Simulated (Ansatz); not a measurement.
# Al (Fm-3m, 1 atom in the cell): from the cell to its phonons

Task: relax Al (Fm-3m, 1 atom in the cell), then find its harmonic phonons.

Calculated with Ansatz 0.2.0; DFT PBEsol, scalar-relativistic, plane waves, PAW.

**1. Set-up**

The structure is cubic, space group Fm-3m (No. 225). The conventional cell has a = 4.050 Å, b = 4.050 Å, c = 4.050 Å, α = 90.00°, β = 90.00°, γ = 90.00°. Nearest to Al lie 12 Al at 2.86 Å.

**2. Bringing the structure to rest**

The cell and atoms are relaxed, since residual forces and stress would shift the frequencies.

File input.yaml:

```yaml
crystal:
  lattice:
    - [0.0, 2.024805, 2.024805]
    - [2.024805, 0.0, 2.024805]
    - [2.024805, 2.024805, 0.0]
  atoms:
    - { symbol: Al, position: [0.0, 0.0, 0.0] }
kpoints:
  mp_grid: { grid: [18, 18, 18] }
hamiltonian:
  xc: pbesol
scf:
  occupations: { method: gaussian, width: 0.1 }
output:
  forces: true
  stress: true
  eigenvalues: true
  write_density: true
  write_potential: true
  elf: true
  volumetric_format: npy
relax:
  adjacent_minimum: "off"
  f_tol: 0.005
  max_steps: 80
  cell: { stress_tol: 0.05 }
```

On the command line:

```
$ ansatz run input.yaml --threads 4 --pin off --max-ram 7168MiB --backend cpu --events-out ev --progress --plain --runs-dir out
```

Numbers of over 12 decimals in the logs are rounded to 6 here.

What it wrote:

```text
Engine: ansatz 0.2.0, aarch64-unknown-linux-gnu
Pseudopotentials: kind: paw
Pseudopotential: Al, paw, valence charge 3, recommended cutoff 420 eV (normal), Al.paw.azcp
Functional definition: PBEsol
  exchange = pbesol_x
  correlation = pbesol_c
Crystal: 1 atoms, lattice volume = 16.603 Å³
Basis set: ecut = 420 eV, 331 PW (Γ), exchange–correlation on 40×40×40 points (8 copies of the dense FFT grid, shifted against one another)
Bands: 6, of which v1, the nominal top of the filled ones, is band 2 counted from 1 (1 counted from 0)
Symmetry: 48 space group operations
Space group: Fm-3m (ITA 225), of the structure as read, at distance tolerance 2.6e-5 Å
k-points: 195 of 5832
Non-local potential: Al, projectors of the file, l = 0: 2, l = 1: 2, l = 2: 1
PAW form: soft (Blöchl's): semilocal exchange-correlation on the pseudo side does not see the compensation charge
PAW frozen core: Al, regenerated for the run's functional, and the local potential with it (the file was generated under x = pbe(κ = 0.804, μ = 0.219515), c = pbe(β = 0.066725))
PAW one-centre angular grid: Al, 110 points (default); XC on 64 Gauss nodes
Initial density: superposition of atomic densities (neutral atoms: chi_scale 0, normalization atom), corrected by the library's trained network
Initial wavefunctions: pseudopotential atomic-orbital guess
Functional: x = pbesol(κ = 0.804, μ = 0.123457), c = pbesol(β = 0.046)
SCF iter   1: F=—  HF=-524.544156 eV  |F-HF|=—  |Δ(HF+E_count)|=         —  Δρ=6.48e-4  dr2=2.64e-5  ethr=1.77e-3  ⟨swp⟩=4.7  Hψ=10047  notcnv=0
preconditioner: auto → none  [metal: Δε(μ)=0.018 eV  Ē_g=13.114 eV  σ=0.100 eV  W_gap=0.10  n_scr=0 (ndim 8)  ℏωp=15.8 eV  f_vac=0.000  D(μ)=0.57/eV (n_scr^D=0)]
SCF iter   2: F=—  HF=-524.544182 eV  |F-HF|=—  |Δ(HF+E_count)|=   2.66e-5  Δρ=3.29e-4  dr2=6.77e-6  ethr=8.81e-7  ⟨swp⟩=2.0  Hψ=2956  notcnv=0
iter 3 did not close the SCF: its close was put off for the readings that it lacked (scf_convergence_deferred on its scf_iter line)
SCF iter   3: F=-524.544188 eV  HF=-524.544188 eV  |F-HF|=2.03e-8  |Δ(HF+E_count)|=   5.78e-6  Δρ=1.70e-5  dr2=5.39e-8  ethr=2.26e-7  ⟨swp⟩=1.0  Hψ=1077  notcnv=0
iter 4 did not close the SCF: its close was put off for the readings that it lacked (scf_convergence_deferred on its scf_iter line)
SCF iter   4: F=-524.544188 eV  HF=-524.544188 eV  |F-HF|=2.81e-9  |Δ(HF+E_count)|=   1.54e-8  Δρ=6.58e-6  dr2=7.86e-9  ethr=1.80e-9  ⟨swp⟩=1.1  Hψ=1106  notcnv=0
iter 5 did not close the SCF: its close was put off for the readings that it lacked (scf_convergence_deferred on its scf_iter line)
SCF iter   5: F=-524.544188 eV  HF=-524.544188 eV  |F-HF|=9.55e-12  |Δ(HF+E_count)|=   2.59e-9  Δρ=3.97e-7  dr2=2.75e-11  ethr=2.62e-10  ⟨swp⟩=1.0  Hψ=1079  notcnv=0
SCF iter   6: F=-524.544188 eV  HF=-524.544188 eV  |F-HF|=1.25e-12  |Δ(HF+E_count)|=  1.11e-11  Δρ=1.44e-7  dr2=3.65e-12  ethr=1.00e-12  ⟨swp⟩=3.9  Hψ=4590  notcnv=0
SCF 1 converged in 6 iterations: F = -524.544188 eV  dr2 = 3.65e-12
  greatest PAW one-centre occupation: 0.449 electrons in one spin orbital (limit 2), on the Al atom at site 0 (counted from 0), in its partial waves of l = 0
relax step   1: F+E_penalty+E_count = -524.54418785 eV  Δ(F+E_penalty+E_count) = +0.000e0 eV  max|allowed force component| = 0.000e0 eV/Å  Δτ_max = 0.0000 Å  P = -1.956 GPa  Ω = 16.603 Å³  (6 SCF iters, accepted)
Crystal: 1 atoms, lattice volume = 16.126 Å³
Initial density: handed on by an earlier stage of this run
Initial wavefunctions: those handed on with the density
iter 1 solved again at ethr=3.12e-6 eV; its pass at ethr=3.10e-3 eV (dr2=9.36e-5 eV) is discarded
SCF iter   1: F=—  HF=-524.547039 eV  |F-HF|=—  |Δ(HF+E_count)|=         —  Δρ=8.01e-4  dr2=1.02e-4  ethr=3.12e-6  ⟨swp⟩=2.3  Hψ=11733  notcnv=0
preconditioner: auto → none  [metal: Δε(μ)=0.024 eV  Ē_g=13.377 eV  σ=0.100 eV  W_gap=0.13  n_scr=0 (ndim 8)  ℏωp=16.0 eV  f_vac=0.000  D(μ)=0.60/eV (n_scr^D=0)]
SCF iter   2: F=—  HF=-524.546943 eV  |F-HF|=—  |Δ(HF+E_count)|=   9.63e-5  Δρ=3.85e-4  dr2=2.34e-5  ethr=3.12e-6  ⟨swp⟩=1.0  Hψ=1170  notcnv=0
SCF iter   3: F=-524.546928 eV  HF=-524.546928 eV  |F-HF|=1.77e-9  |Δ(HF+E_count)|=   1.49e-5  Δρ=5.31e-6  dr2=2.83e-9  ethr=3.33e-9  ⟨swp⟩=6.4  Hψ=6877  notcnv=0
SCF 2 converged in 3 iterations: F = -524.546928 eV  dr2 = 2.83e-9
relax step   2: F+E_penalty+E_count = -524.54692766 eV  Δ(F+E_penalty+E_count) = -2.740e-3 eV  max|allowed force component| = 0.000e0 eV/Å  Δτ_max = 0.0000 Å  P = +0.300 GPa  Ω = 16.126 Å³  energy of the carried Pulay correction = +1.910e-4 eV  (3 SCF iters, dr2 threshold 1.00e-7 eV, accepted)
Crystal: 1 atoms, lattice volume = 16.188 Å³
iter 1 solved again at ethr=6.01e-8 eV; its pass at ethr=3.10e-3 eV (dr2=1.80e-6 eV) is discarded
SCF iter   1: F=—  HF=-524.546945 eV  |F-HF|=—  |Δ(HF+E_count)|=         —  Δρ=1.10e-4  dr2=1.97e-6  ethr=6.01e-8  ⟨swp⟩=2.5  Hψ=11029  notcnv=0
preconditioner: auto → none  [metal: Δε(μ)=0.023 eV  Ē_g=13.344 eV  σ=0.100 eV  W_gap=0.13  n_scr=0 (ndim 8)  ℏωp=16.0 eV  f_vac=0.000  D(μ)=0.60/eV (n_scr^D=0)]
SCF iter   2: F=—  HF=-524.546958 eV  |F-HF|=—  |Δ(HF+E_count)|=   1.32e-5  Δρ=5.26e-5  dr2=4.45e-7  ethr=6.01e-8  ⟨swp⟩=1.0  Hψ=1170  notcnv=0
SCF iter   3: F=-524.546958 eV  HF=-524.546958 eV  |F-HF|=3.17e-11  |Δ(HF+E_count)|=   5.37e-7  Δρ=6.63e-7  dr2=3.56e-11  ethr=3.33e-9  ⟨swp⟩=5.0  Hψ=4222  notcnv=0
SCF 3 converged in 3 iterations: F = -524.546958 eV  dr2 = 3.56e-11
relax step   3: F+E_penalty+E_count = -524.54695782 eV  Δ(F+E_penalty+E_count) = -3.016e-5 eV  max|allowed force component| = 0.000e0 eV/Å  Δτ_max = 0.0000 Å  P = -0.012 GPa  Ω = 16.188 Å³  energy of the carried Pulay correction = +1.659e-4 eV  (3 SCF iters, dr2 threshold 1.00e-7 eV, accepted)
Initial wavefunctions: pseudopotential atomic-orbital guess (no wavefunctions were taken with the density)
iter 1 solved again at ethr=2.80e-9 eV; its pass at ethr=3.10e-3 eV (dr2=8.40e-8 eV) is discarded
SCF iter   1: F=—  HF=-524.546795 eV  |F-HF|=—  |Δ(HF+E_count)|=         —  Δρ=1.85e-5  dr2=5.13e-9  ethr=2.80e-9  ⟨swp⟩=3.3  Hψ=13725  notcnv=0
SCF iter   2: F=—  HF=-524.546810 eV  |F-HF|=—  |Δ(HF+E_count)|=   1.49e-5  Δρ=9.28e-6  dr2=1.27e-9  ethr=1.71e-10  ⟨swp⟩=2.0  Hψ=1460  notcnv=0
SCF iter   3: F=-524.546810 eV  HF=-524.546810 eV  |F-HF|=2.27e-12  |Δ(HF+E_count)|=   3.75e-9  Δρ=2.51e-7  dr2=7.07e-12  ethr=1.00e-12  ⟨swp⟩=3.5  Hψ=4652  notcnv=0
SCF 4 converged in 3 iterations: F = -524.546810 eV  dr2 = 7.07e-12
relax step   4: F+E_penalty+E_count = -524.54681039 eV  Δ(F+E_penalty+E_count) = +1.474e-4 eV  max|allowed force component| = 0.000e0 eV/Å  Δτ_max = 0.0000 Å  P = -0.029 GPa  Ω = 16.188 Å³  stress off target by 2.86e-2 GPa  SCF on the basis re-selected at this cell (its energy is not comparable with the rows above)  (3 SCF iters)
basis re-selected at this cell: Δ(F+E_penalty+E_count) = +1.474e-4 eV, ΔP = -0.016 GPa vs the last step (what re-selecting the basis moved, of the pressure what is left beyond the Pulay correction that the steps carried, after the strain that the cell walked since its last selection, with what the two solves' SCF thresholds leave and, on support functions, any second-order correction that the steps lacked; it is no measure of the basis error at this ecutwfc). This SCF's stress stands 2.86e-2 GPa from its target on what of the cell is left free (relax.cell.stress_tol is 5.00e-2 GPa) and its largest allowed force component is 0.00e0 eV/Å (relax.f_tol is 5.00e-3 eV/Å): [rest of the remark cut]
SCF converged after 3 iterations
Free energy (F): -524.546810 eV
Harris-Foulkes:  -524.546810 eV  (|F-HF|=2.27e-12)
Internal energy: -524.543824 eV  (E = F + TS)
E sigma→0 (E₀):  -524.545317 eV
Entropy (-TS):   -0.002986 eV (-2.986 meV/atom)
Fermi energy:    8.073911 eV
--- Per-component energies (eV) ---
  E_band       = 10.838505
  E_kinetic    = 23.120626
  E_local      = 10.059252  (includes V_loc(G=0)·N_el)
  E_nonlocal   = 10.393880
  E_hartree    = 0.107116
  E_xc         = -39.521845
  E_vxc        = -29.310903  (∫ρ·V_xc dr)
  E_paw        = -454.737364  (= ΣΔE_a)
  E_vpaw       = -3.638579  (= ΣTr[D̂ρ^β])
  E_aug_tail   = -0.000003  (compensation charges beyond the density's cutoff)
  E_ewald      = -73.984626
  E_core_change = 0.019139  (= ΣΔE_core)
  E_smearing   = -0.002986  (= −TS)
  E_closure    = 0.000000  (closes the sum)
  Σ components = -524.546810   (vs F -524.546810, Δ=0.00e0)
--- Forces (eV/Å), atoms counted from 1 ---
  atom   1  Al    -0.00000000    -0.00000000     0.00000000
  max |Σ_I F_I| component: 9.24e-33 eV/Å
--- Stress (GPa, compression-positive) ---
       -0.028588       0.000000       0.000000
        0.000000      -0.028588       0.000000
        0.000000       0.000000      -0.028588
  P = ⅓ Tr σ = -0.0286 GPa (-0.286 kbar)
--- Band table (eV; the first three rows and the last of 195) ---
  k-point 0: bands = ["-3.1702", "20.7012", "20.7012", "20.7012", "22.4103", "22.4103"]
  k-point 1: bands = ["-3.0853", "19.2377", "20.4234", "20.4234", "22.8191", "22.8191"]
  k-point 2: bands = ["-2.8309", "17.0207", "19.9404", "19.9404", "23.0062", "23.6671"]
  k-point 194: bands = ["6.7776", "7.7099", "8.0449", "9.5032", "22.6471", "24.0805"]
--- Relaxed structure (3 steps of the walk, 3 accepted, 1 SCFs on fresh bases) ---
  F+E_penalty+E_count = -524.54681039 eV   max|allowed force component| = 0.000e0 eV/Å   (the final SCF, on the basis selected at the relaxed cell)
  cell:  # Å, volume = 16.1878 Å³
    - [0, 2.007794, 2.007794]
    - [2.007794, 0, 2.007794]
    - [2.007794, 2.007794, 0]
  atoms:
    - { symbol: Al, position: [0.0, 0.0, 0.0] }
```

The job ended after 1.5 s (4 threads of Arm Neoverse V2, shared host; peak memory 0.28 GiB).

Relaxation path:

```
step  energy less that of the first step (eV)  largest force component (eV/Å)  pressure (GPa)  volume (Å³)
   1                                   0.0000                          0.0000           -1.96        16.60
   2                                  -0.0027                          0.0000            0.30        16.13
   3                                  -0.0028                          0.0000           -0.01        16.19
  4*                                  -0.0026                          0.0000           -0.03        16.19
```

Relaxation steps marked * repeat the geometry before them on a plane-wave basis chosen anew for their cell, so energy and pressure can jump there.

```
conventional cell, symmetrised  before  after  change
                         a (Å)   4.050  4.016  -0.8 %
                         b (Å)   4.050  4.016  -0.8 %
                         c (Å)   4.050  4.016  -0.8 %
              volume (Å³/atom)   16.60  16.19  -2.5 %
```

Final coordinates:

```
Al
1.0
     0.00000    2.00779    2.00779
     2.00779    0.00000    2.00779
     2.00779    2.00779    0.00000
Al
1
Cartesian
  0.0000 0.0000 0.0000
```

This step gave:

```
pressure          : -0.02859 GPa
volume per atom   : 16.19 Å³
gap on the k-mesh : 0 eV
```

Electrostatic potential energy in the ac plane of the conventional cell at fractional y = 0.000, with atoms of Al within 0.2 Å of it. With pseudopotentials it is smooth inside the atoms' cores, unlike the true potential.

Ten even steps from '_' (-10 eV) to '@' (10 eV), each cell a mean:
```
++::__--##@@@@@@@@%%**..__==
..__..++%%@@@@@@@@%%##--____
..::==##%%%%####%%%%%%**--..
****##%%##++----==**##%%##**
%%%%%%##==..______::**%%%%%%
@@@@%%**::__::--..__==%%@@@@
@@@@%%**....++**--__--##@@@@
@@@@%%**..__==++::__--##@@@@
@@@@%%##--____..__..++%%@@@@
##%%%%%%**--....::==##%%%%##
--==**##%%##******##%%##++--
____::**%%%%%%%%%%%%##==..__
--..__==%%@@@@@@@@%%**::__::
**--__--##@@@@@@@@%%**....++
```
Columns run along a (4.0 Å; values clipped at the 3rd and 97th percentile), rows up along c (4.0 Å), edges of the conventional cell, whose origin can differ from the input's. Atoms in or near the plane, at fractional coordinates: Al at (0.00, 0.00), Al at (0.50, 0.50).

ELF in the ac plane of the conventional cell at fractional y = 0.000, with atoms of Al within 0.2 Å of it. It is the smooth field of the valence electrons, not physical close to the nuclei.

Ten even steps from '0' (0.07) to '9' (0.62), each cell a mean:
```
00377533467610
02698654578841
57999877789986
78999977899987
56799632489876
34687200048754
33575002027743
34676100037753
45788410269865
77899865799987
78999877899997
24898765679963
00487543468720
20277433357500
```
Columns run along a (4.0 Å), rows up along c (4.0 Å), edges of the conventional cell, whose origin can differ from the input's. Atoms in or near the plane, at fractional coordinates: Al at (0.00, 0.00), Al at (0.50, 0.50).

Valence density in the ac plane of the conventional cell at fractional y = 0.000, with atoms of Al within 0.2 Å of it. It is the smooth field of the valence electrons, not physical close to the nuclei.

Ten even steps from '_' (0.07 e/Å³) to '@' (0.21 e/Å³), each cell a mean:
```
__..++@@##++==--==**%%%%==__
--++%%@@%%**++++++##%%@@##==
##%%@@@@%%%%######%%@@@@@@%%
%%%%%%@@@@@@@@%%@@@@@@@@%%%%
****##%%@@%%++++**@@@@%%##**
==++**%%%%++....::**@@##++==
--==**%%##--____..++%%##++--
--==**%%%%==____..++@@##++==
++++##%%@@##==--++%%@@%%**++
####%%@@@@@@%%##%%@@@@%%%%##
%%@@@@@@@@%%%%%%%%%%@@@@@@@@
++**@@@@%%##******##%%@@%%++
..::**@@##++====++**%%%%++..
__..++%%##++----==**%%##--__
```
Columns run along a (4.0 Å), rows up along c (4.0 Å), edges of the conventional cell, whose origin can differ from the input's. Atoms in or near the plane, at fractional coordinates: Al at (0.00, 0.00), Al at (0.50, 0.50).

In this step the volume went from 16.60 to 16.19 Å³/atom.

**3. Tight relaxation**

Phonons need a cell at rest on their own settings, so the relaxation is repeated with tight tolerances on forces and stress on the k mesh and occupations of the first response run.

File input.yaml:

```yaml
crystal:
  lattice:
    - [0.0, 2.0077938082, 2.0077938082]
    - [2.0077938082, 0.0, 2.0077938082]
    - [2.0077938082, 2.0077938082, 0.0]
  atoms:
    - { symbol: Al, position: [0.0, 0.0, 0.0] }
kpoints:
  mp_grid: { grid: [20, 20, 20] }
hamiltonian:
  xc: pbesol
scf:
  occupations: { method: methfessel_paxton, width: 0.15 }
output:
  forces: true
  stress: true
  eigenvalues: true
relax:
  adjacent_minimum: "off"
  f_tol: 0.001
  max_steps: 60
  cell: { stress_tol: 0.01 }
```

What it wrote:

```text
[...]
Crystal: 1 atoms, lattice volume = 16.188 Å³
Basis set: ecut = 420 eV, 331 PW (Γ), exchange–correlation on 40×40×40 points (8 copies of the dense FFT grid, shifted against one another)
Bands: 6, of which v1, the nominal top of the filled ones, is band 2 counted from 1 (1 counted from 0)
Symmetry: 48 space group operations
[...]
k-points: 256 of 8000
[...]
0.000000       0.007663       0.000000
        0.000000       0.000000       0.007663
  P = ⅓ Tr σ = 0.0077 GPa (0.077 kbar)
--- Band table (eV; the first three rows and the last of 256) ---
[...]
--- Relaxed structure (2 steps of the walk, 2 accepted, 1 SCFs on fresh bases) ---
[...]
cell:  # Å, volume = 16.1657 Å³
    - [0, 2.006880, 2.006880]
    - [2.006880, 0, 2.006880]
    - [2.006880, 2.006880, 0]
  atoms:
    - { symbol: Al, position: [0.0, 0.0, 0.0] }
[key lines of the parts left out:]
SCF converged after 4 iterations
Free energy (F): -524.547684 eV
Fermi energy:    8.153243 eV
```

Run time: 1.4 s. Hardware: 4 threads; peak memory 0.29 GiB; 4.5 s of CPU time.

Little changed from the start: no atom moved by 0.005 Å and no cell edge by 0.1 %.

This step gave:

| Item | Value |
| --- | --- |
| pressure | 0.007663 GPa |
| volume per atom | 16.17 Å³ |

The forces vanish by symmetry and the pressure is 0.008 GPa, within the tolerances set. The cell now holds 16.17 Å³/atom.

(Continued in part 2 of 2.)

[Logs are printed without paths, hosts, clocks, repeated set-up lines and the standing remarks that a program may print on its own settings, such as how far it seeks lower states.]

[Hosts, paths, dates, database ids (printed as entryN), source tags and the programs' standing remarks are cut or masked in the printed files.]
